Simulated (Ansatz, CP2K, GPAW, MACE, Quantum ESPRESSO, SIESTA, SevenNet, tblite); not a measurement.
# Running Ag(111)/Be(0001) interface (62 atoms) with Quantum ESPRESSO

How do the settings of Quantum ESPRESSO change the result for Ag(111)/Be(0001) interface (62 atoms)? A plane-wave run serves as the yardstick.

Program: Quantum ESPRESSO 7.5. Level of theory: the method is named at each step. Results are calculated unless marked as measured.

**1. The structure**

The cell holds 62 atoms: 14 Ag and 48 Be. Cell: a = 7.781 Å, b = 7.781 Å, c = 12.536 Å, α = 90.0°, β = 90.0°, γ = 60.0°. Fcc Ag(111), 2 repeat layers, 7 surface cells, strained +1.81 and +1.81 %; hcp Be(0001), 2 layers, 12 cells, -1.75 and -1.75 %; outer planes 2.37 Å apart and 2.39 Å at the second interface of the periodic stack; not relaxed, displaced by a Gaussian of 0.02 Å. Then every atom was moved at random, 0.03 Å r.m.s. a Cartesian component. Regions: Ag, 14 atoms (14 Ag); Be, 48 atoms (48 Be). The structure's axis is c.

The yardstick, on the same geometry:

* method: Kohn-Sham DFT, PBE, PAW, plane waves (Ansatz 0.2.0); cutoff 420 eV, Γ point, fermi-dirac smearing of 0.05 eV; PAW set soft_2
* r.m.s. force component: 0.4067 eV/Å
* longest force: 1.224 eV/Å
* pressure: -0.9296 GPa
* SCF cycles: 15
* time: 7.2 s on 4 threads of Arm Neoverse V1, shared host
* CPU time: 27 s

**2. PBE, sssp-1.3.0-efficiency, 45/360 Ry**

Method: Kohn-Sham DFT, PBE, SSSP efficiency 1.3.0 pseudopotentials, plane waves.

pw.in

```
&control
  calculation = 'scf'
  pseudo_dir = './pseudo'
  outdir = './tmp'
  disk_io = 'none'
  tprnfor = .true.
  tstress = .true.
/
&system
  ibrav = 0
  nat = 62
  ntyp = 2
  ecutwfc = 45
  ecutrho = 360
  nosym = .true.
  occupations = 'smearing'
  smearing = 'fd'
  degauss = 0.003675
/
&electrons
  conv_thr = 3.1e-07
  electron_maxstep = 100
  mixing_beta = 0.2
  mixing_mode = 'local-TF'
  diagonalization = 'david'
/
ATOMIC_SPECIES
Ag 107.868 Ag.upf
Be 9.012 Be.upf
CELL_PARAMETERS angstrom
7.78060 0.00000 0.00000
3.89030 6.73820 0.00000
0.00000 0.00000 12.53554
ATOMIC_POSITIONS crystal
Ag 0.14411 0.58048 0.00152
Ag 0.61867 0.47494 0.18607
Ag 0.42559 0.72479 0.00109
Ag 0.90012 0.62107 0.18566
Ag 0.71343 0.85894 0.99311
Ag 0.19356 0.76002 0.18319
Ag 0.00850 0.99773 0.99761
Ag 0.47279 0.90821 0.18753
Ag 0.29174 0.14358 0.00015
Ag 0.76424 0.05265 0.18455
Ag 0.57393 0.28852 0.00252
Ag 0.05950 0.18593 0.18394
Ag 0.85285 0.43000 0.00359
Ag 0.32460 0.32574 0.18482
Be 0.22008 0.65761 0.37100
Be 0.22776 0.49526 0.52441
Be 0.22975 0.66530 0.66235
Be 0.21976 0.49186 0.80928
Be 0.05770 0.50753 0.37494
Be 0.05373 0.33044 0.51703
Be 0.06353 0.49434 0.66130
Be 0.05814 0.32823 0.80695
Be 0.22784 0.16602 0.37421
Be 0.23339 0.98213 0.51793
Be 0.22846 0.16329 0.66454
Be 0.23240 0.99757 0.81262
Be 0.72813 0.66068 0.37370
Be 0.72616 0.49055 0.51710
Be 0.72406 0.66099 0.66284
Be 0.71798 0.49964 0.81230
Be 0.89323 0.34022 0.38365
Be 0.89222 0.16456 0.51581
Be 0.89748 0.33168 0.66569
Be 0.89962 0.16508 0.80622
Be 0.05976 0.99324 0.36933
Be 0.06435 0.83242 0.52226
Be 0.05323 0.99864 0.67015
Be 0.06471 0.83051 0.80480
Be 0.55553 0.49992 0.37285
Be 0.55816 0.33735 0.51734
Be 0.54715 0.50152 0.66489
Be 0.55244 0.33694 0.81147
Be 0.72498 0.16102 0.38098
Be 0.73535 0.99431 0.51718
Be 0.72604 0.16114 0.66749
Be 0.71717 0.99687 0.81049
Be 0.89307 0.83273 0.37782
Be 0.89753 0.66062 0.52036
Be 0.89077 0.83464 0.67391
Be 0.89769 0.67067 0.81018
Be 0.39080 0.32305 0.36794
Be 0.38934 0.16217 0.51620
Be 0.38836 0.32828 0.66671
Be 0.39734 0.16719 0.80984
Be 0.56320 0.99378 0.37566
Be 0.54779 0.83651 0.52073
[... 2 atom lines left out ...]
Be 0.39974 0.83043 0.37712
Be 0.39358 0.66829 0.51968
Be 0.38411 0.83897 0.65744
Be 0.38529 0.67521 0.80877
K_POINTS gamma
```

Started as:

```
> OMP_NUM_THREADS=1 mpirun -np 2 pw.x -in pw.in > output.txt
```

The program printed:

```text
Program PWSCF
     gamma-point specific algorithms are used
     Parallelization info
     sticks:   dense  smooth     PW     G-vecs:    dense   smooth      PW
     Min        2688    1340    335               255831    90389   11301
     Max        2689    1349    338               255836    90396   11310
     Sum        5377    2689    673               511667   180785   22611
     bravais-lattice index     =            0
     lattice parameter (alat)  =      14.7032  a.u.
     unit-cell volume          =    4435.0307 (a.u.)^3
     number of atoms/cell      =           62
     number of atomic types    =            2
     number of electrons       =       458.00
     number of Kohn-Sham states=          275
     kinetic-energy cutoff     =      45.0000  Ry
     charge density cutoff     =     360.0000  Ry
     scf convergence threshold =      3.1E-07
     mixing beta               =       0.2000
     number of iterations used =            8  local-TF  mixing
     Exchange-correlation=  SLA  PW   PBX  PBC
                           (   1   4   3   4   0   0   0)
     crystal axes: (cart. coord. in units of alat)
               a(1) = (   1.000000   0.000000   0.000000 )
               a(2) = (   0.500000   0.866026   0.000000 )
               a(3) = (   0.000000   0.000000   1.611128 )
     reciprocal axes: (cart. coord. in units 2 pi/alat)
               b(1) = (  1.000000 -0.577350  0.000000 )
               b(2) = (  0.000000  1.154700  0.000000 )
               b(3) = (  0.000000  0.000000  0.620683 )
     PseudoPot. # 1 for Ag:
     Pseudo is Norm-conserving, Zval = 19.0
     PseudoPot. # 2 for Be:
     Pseudo is Ultrasoft, Zval =  4.0
     atomic species   valence    mass     pseudopotential
     Ag               19.00   107.86800     Ag( 1.00)
     Be                4.00     9.01200     Be( 1.00)
     No symmetry found
   Cartesian axes
     number of k points=     1  Fermi-Dirac smearing, width (Ry)=  0.0037
                       cart. coord. in units 2pi/alat
        k(    1) = (   0.0000000   0.0000000   0.0000000), wk =   2.0000000
     Dense  grid:   255834 G-vectors     FFT dimensions: (  90,  90, 144)
     Smooth grid:    90393 G-vectors     FFT dimensions: (  64,  64, 108)
     Initial potential from superposition of free atoms
     starting charge     457.9885, renormalised to     458.0000
     Starting wfcs are  380 randomized atomic wfcs
     Self-consistent Calculation
     iteration #  1     ecut=    45.00 Ry     beta= 0.20
     total energy              =   -5378.06115079 Ry
     estimated scf accuracy    <       6.61859123 Ry
     iteration #  2     ecut=    45.00 Ry     beta= 0.20
     total energy              =   -5377.26660292 Ry
     estimated scf accuracy    <       5.25038053 Ry
     iteration #  3     ecut=    45.00 Ry     beta= 0.20
     total energy              =   -5377.61382138 Ry
     estimated scf accuracy    <       0.65384238 Ry
     iteration #  4     ecut=    45.00 Ry     beta= 0.20
     total energy              =   -5377.56183902 Ry
     estimated scf accuracy    <       0.43436432 Ry
     iteration #  5     ecut=    45.00 Ry     beta= 0.20
     total energy              =   -5377.59990338 Ry
     estimated scf accuracy    <       0.31012814 Ry
     iteration #  6     ecut=    45.00 Ry     beta= 0.20
     total energy              =   -5377.51184686 Ry
     estimated scf accuracy    <       0.76131248 Ry
[...]
total energy              =   -5377.56025910 Ry
[...]
iteration # 16     ecut=    45.00 Ry     beta= 0.20
     total energy              =   -5377.56025856 Ry
     estimated scf accuracy    <       0.00001268 Ry
     iteration # 17     ecut=    45.00 Ry     beta= 0.20
     total energy              =   -5377.56025927 Ry
     estimated scf accuracy    <       0.00001005 Ry
     iteration # 18     ecut=    45.00 Ry     beta= 0.20
     End of self-consistent calculation
          k = 0.0000 0.0000 0.0000 ( 11306 PWs)   bands (ev):
   -89.0921 -88.9242 -88.9172 -88.8902 -88.8632 -88.8630 -88.8581 -88.8580
   -88.8490 -88.8279 -88.8168 -88.8063 -88.7848 -88.7805 -88.7786 -88.7704
   -88.7491 -88.7449 -88.7265 -88.7175 -88.7119 -88.7067 -88.7011 -88.6761
   -88.0213 -87.9951 -87.9850 -87.9807 -87.9555 -87.9495 -87.9387 -87.9200
   -87.9104 -87.8944 -87.8903 -87.8723 -87.8697 -87.8650 -87.8481 -87.8476
   -87.8236 -87.8212 -87.8107 -87.7996 -87.7788 -87.7700 -87.7226 -87.7073
[...]
13.7644  13.7802  13.8082  13.8740  13.9150  13.9238  14.0065  15.2892
    15.3262  15.3574  15.4923  15.5673  15.6037  15.9242  15.9444  15.9545
    16.2097  16.3596  16.5577  17.0158  17.2368  17.3011  17.3634  17.8992
    17.9383  17.9946  18.0133
     the Fermi energy is    11.1097 ev
!    total energy              =   -5377.56025936 Ry
     estimated scf accuracy    <       0.00000026 Ry
     smearing contrib. (-TS)   =      -0.02683951 Ry
     internal energy E=F+TS    =   -5377.53341985 Ry
     The total energy is F=E-TS. E is the sum of the following terms:
     one-electron contribution =   -4791.93465008 Ry
     hartree contribution      =    2331.25138833 Ry
     xc contribution           =    -623.12596964 Ry
     ewald contribution        =   -2293.72418845 Ry
     convergence has been achieved in  18 iterations
     Forces acting on atoms (cartesian axes, Ry/au):
     atom    1 type  1   force =    -0.00960723   -0.00587252   -0.03212620
     atom    2 type  1   force =     0.00215133   -0.00025241    0.02230011
     atom    3 type  1   force =     0.00786114   -0.01109415   -0.03040473
     atom    4 type  1   force =     0.00155500    0.00576545    0.02920314
     atom    5 type  1   force =     0.00536310   -0.00294686   -0.01833004
     atom    6 type  1   force =    -0.00175012    0.00425119    0.03391982
[...]
atom   60 type  2   force =     0.00489196   -0.01056495   -0.00176987
     atom   61 type  2   force =     0.01068989   -0.02309018    0.03186149
     atom   62 type  2   force =     0.01979987   -0.01338720   -0.01637943
     Total force =     0.216078     Total SCF correction =     0.001549
     Computing stress (Cartesian axis) and pressure
          total   stress  (Ry/bohr**3)                   (kbar)     P=      -13.23
   0.00045861   0.00000663   0.00000672           67.46        0.98        0.99
   0.00000663   0.00047493   0.00000147            0.98       69.87        0.22
   0.00000672   0.00000147  -0.00120344            0.99        0.22     -177.03
     Message from routine punch:
     Nothing written, as per user request (disk_io='none')
```

Wall time 1.8 min (2 MPI ranks of Arm Neoverse V1, shared host); peak memory 1.4 GiB; 3.6 min of CPU time.

Banners, paths, timers and routine set-up lines are dropped from the logs unmarked, and long logs keep their key lines alone; longer cuts are marked.

Numbers from this run, and their distance from the reference:

```
r.m.s. force component                  : 0.4074 eV/Å
r.m.s. difference of force components   : 6.514 meV/Å
longest difference of force vectors     : 23.99 meV/Å
force difference over r.m.s. force      : 1.602 %
slope of forces against the reference's : 1.001
correlation of force components         : 0.9999
pressure                                : -1.323 GPa
pressure difference                     : -0.3937 GPa
```

Length of the force difference by element (eV/Å):

```
element  atoms   mean   most
     Ag     14  0.010  0.013
     Be     48  0.011  0.024
```

Local excerpt of 11 atoms (numbers count through the whole input) about Be51, which bears the longest force; x, y, z are measured from there.

```
atom      x      y      z  distance (Å)     Fx     Fy  Fz (eV/Å)
Be51   0.00   0.00   0.00          0.00   0.62   0.38       0.98
Be23  -1.88  -1.06   0.08          2.16  -0.65  -0.27      -0.23
Be55   0.06  -2.22   0.10          2.22   0.38   0.13      -0.07
Be52  -0.64  -1.08   1.86          2.24   0.71   0.22       0.45
Be19  -1.87   1.24   0.09          2.25   0.07  -0.60      -0.02
Be15  -0.03   2.25   0.04          2.25   0.30  -0.02       0.51
Be43   1.97  -1.09   0.16          2.26  -0.26   0.26      -0.37
Be39   1.97   1.19   0.06          2.30   0.19  -0.08       0.58
Be40   1.36   0.10   1.87          2.32  -0.70  -0.38       0.35
Ag14  -0.50   0.02  -2.30          2.35   0.39   0.45       0.48
Be16  -0.60   1.16   1.96          2.36   0.05  -0.31      -0.46
```

Forces lie 1.6 % from the reference's, at 8.0 times its CPU time (on 2 against 4 cores).

**3. PBE+D3(BJ), sssp-1.3.0-efficiency, 45/360 Ry**

Method: Kohn-Sham DFT, PBE+D3(BJ), SSSP efficiency 1.3.0 pseudopotentials, plane waves.

pw.in: that of step 2 with these lines changed.

```diff
@@ -18,2 +18,5 @@
   degauss = 0.003675
+  vdw_corr = 'dft-d3'
+  dftd3_version = 4
+  dftd3_threebody = .false.
 /
```

The program printed:

```text
[banner, memory and clock lines left out]
Program PWSCF
     gamma-point specific algorithms are used
     bravais-lattice index     =            0
     lattice parameter (alat)  =      14.7032  a.u.
     unit-cell volume          =    4435.0307 (a.u.)^3
[... lines left out ...]
     number of k points=     1  Fermi-Dirac smearing, width (Ry)=  0.0037
[... lines left out ...]
     total energy              =   -5379.80835211 Ry
[... lines left out ...]
     total energy              =   -5379.01380424 Ry
[... lines left out ...]
     total energy              =   -5379.36102270 Ry
[... lines left out ...]
     total energy              =   -5379.30745987 Ry
[... lines left out ...]
     total energy              =   -5379.30746059 Ry
[... lines left out ...]
     the Fermi energy is    11.1097 ev
!    total energy              =   -5379.30746067 Ry
[... lines left out ...]
     smearing contrib. (-TS)   =      -0.02683951 Ry
     internal energy E=F+TS    =   -5379.28062116 Ry
     The total energy is F=E-TS. E is the sum of the following terms:
     one-electron contribution =   -4791.93465008 Ry
     hartree contribution      =    2331.25138833 Ry
     xc contribution           =    -623.12596964 Ry
     ewald contribution        =   -2293.72418845 Ry
     DFT-D3 Dispersion         =      -1.74720132 Ry
     convergence has been achieved in  18 iterations
     Forces acting on atoms (cartesian axes, Ry/au):
     atom    1 type  1   force =    -0.00957409   -0.00583951   -0.03363881
     atom    2 type  1   force =     0.00216370   -0.00026354    0.02390306
     atom    3 type  1   force =     0.00783492   -0.01101267   -0.03189223
[...]
atom   61 type  2   force =     0.01070806   -0.02302735    0.03141334
     atom   62 type  2   force =     0.01990791   -0.01327881   -0.01733522
     Total force =     0.219564     Total SCF correction =     0.001549
     Computing stress (Cartesian axis) and pressure
          total   stress  (Ry/bohr**3)                   (kbar)     P=      -72.98
   0.00005170   0.00000656   0.00000668            7.61        0.96        0.98
   0.00000656   0.00006799   0.00000149            0.96       10.00        0.22
   0.00000668   0.00000149  -0.00160803            0.98        0.22     -236.55
     Message from routine punch:
     Nothing written, as per user request (disk_io='none')
```

It took 1.8 min on 2 MPI ranks; peak memory 1.4 GiB; 3.5 min of CPU time.

Compared with the plane-wave run:

```yaml
r_m_s_force_component: 0.4139 eV/Å
r_m_s_difference_of_force_components: 11.72 meV/Å
longest_difference_of_force_vectors: 33.91 meV/Å
force_difference_over_r_m_s_force: 2.882 %
slope_of_forces_against_the_reference_s: 1.017
correlation_of_force_components: 0.9998
pressure: -7.298 GPa
pressure_difference: -6.368 GPa
```

Against the first run (1.6 %), the force difference from the reference is 2.9 %, at 0.98 times the CPU time; the model has changed, so this is no error of the program alone.

**4. All runs compared**

Differences are against the plane-wave reference, forces as r.m.s. over components; share is that over the reference's r.m.s. force, slope the least-squares factor from reference forces to these. Total energies of different programs have different zeros and aren't compared.

```
                                            run  Δ force, r.m.s. (meV/Å)  share (%)  slope  Δ pressure (GPa)  cores  CPU time  memory (GiB)
                                      reference                        -          -      -                 -      4      27 s          0.82
       QE PBE, sssp-1.3.0-efficiency, 45/360 Ry                     6.51       1.60  1.001            -0.394      2   3.6 min           1.4
QE PBE+D3(BJ), sssp-1.3.0-efficiency, 45/360 Ry                     11.7       2.88  1.017             -6.37      2   3.5 min           1.4
```

CPU time is summed over cores on a shared host, where runs went side by side, so it is rough. Symmetry, cutoffs, thresholds, outputs and thread counts weren't matched or tuned between programs; memory under MPI is the largest rank's times the ranks.

A second geometry, displaced anew (every atom was moved at random, 0.06 Å r.m.s. a Cartesian component), gives an energy difference that all programs can be tested on. The reference puts it at 25.70 meV/atom.

```
                                            run  energy less the first geometry's (meV/atom)  error (meV/atom)  force share at the second geometry (%)
       QE PBE, sssp-1.3.0-efficiency, 45/360 Ry                                        26.03             0.326                                    1.46
QE PBE+D3(BJ), sssp-1.3.0-efficiency, 45/360 Ry                                        26.14             0.436                                    1.92
```

**5. What came out**

```yaml
nearest_in_forces: QE PBE, sssp-1.3.0-efficiency, 45/360 Ry, 1.6 %
its_cpu_time: 3.6 min
```

In words: PBE on plane waves or a grid with other potentials, cutoffs or grids differs from the reference by 1.6 % (QE PBE, sssp-1.3.0-efficiency, 45/360 Ry) of the r.m.s. force; this holds the reference's own error, so differences of a few per cent don't tell which side is nearer the exact PBE result (QE's 45 Ry are 612 eV, against the reference's 420 eV). Rows with another functional or a dispersion term differ by 2.9 % (QE PBE+D3(BJ), sssp-1.3.0-efficiency, 45/360 Ry), which mixes the change of model with differences of basis and potentials. None of the electronic-structure runs in the table takes under half the reference's CPU time of 27 s; they take 7.9 to 8.0 times as much. The energy difference between the two geometries, 25.7 meV/atom in the reference, is met best by QE PBE, sssp-1.3.0-efficiency, 45/360 Ry (+0.326) and worst by QE PBE+D3(BJ), sssp-1.3.0-efficiency, 45/360 Ry (+0.436). The potentials hold different valence shells: 362 electrons in the reference, 458 in Quantum ESPRESSO with SSSP; this bears on time and differences. The reference's stress is far from hydrostatic: its diagonal is 7.2, 7.4, -17.4 GPa, compression counted positive. The host structure and its lattice constant were typed by rule, without a check against the phase diagram. The electronic-structure runs sample only Γ, in a cell whose shortest periodic width is 7 Å, which is coarse for a cell with partly filled levels.

[Also dropped from logs without a mark: logging warnings of Python, and SIESTA's first energy breakdown and zero terms.]

[Logs are printed without paths, hosts, clocks, repeated set-up lines and the standing remarks that a program may print on its own settings, such as how far it seeks lower states.]

[Hosts, paths, dates, database ids (printed as entryN), source tags and the programs' standing remarks are cut or masked in the printed files.]
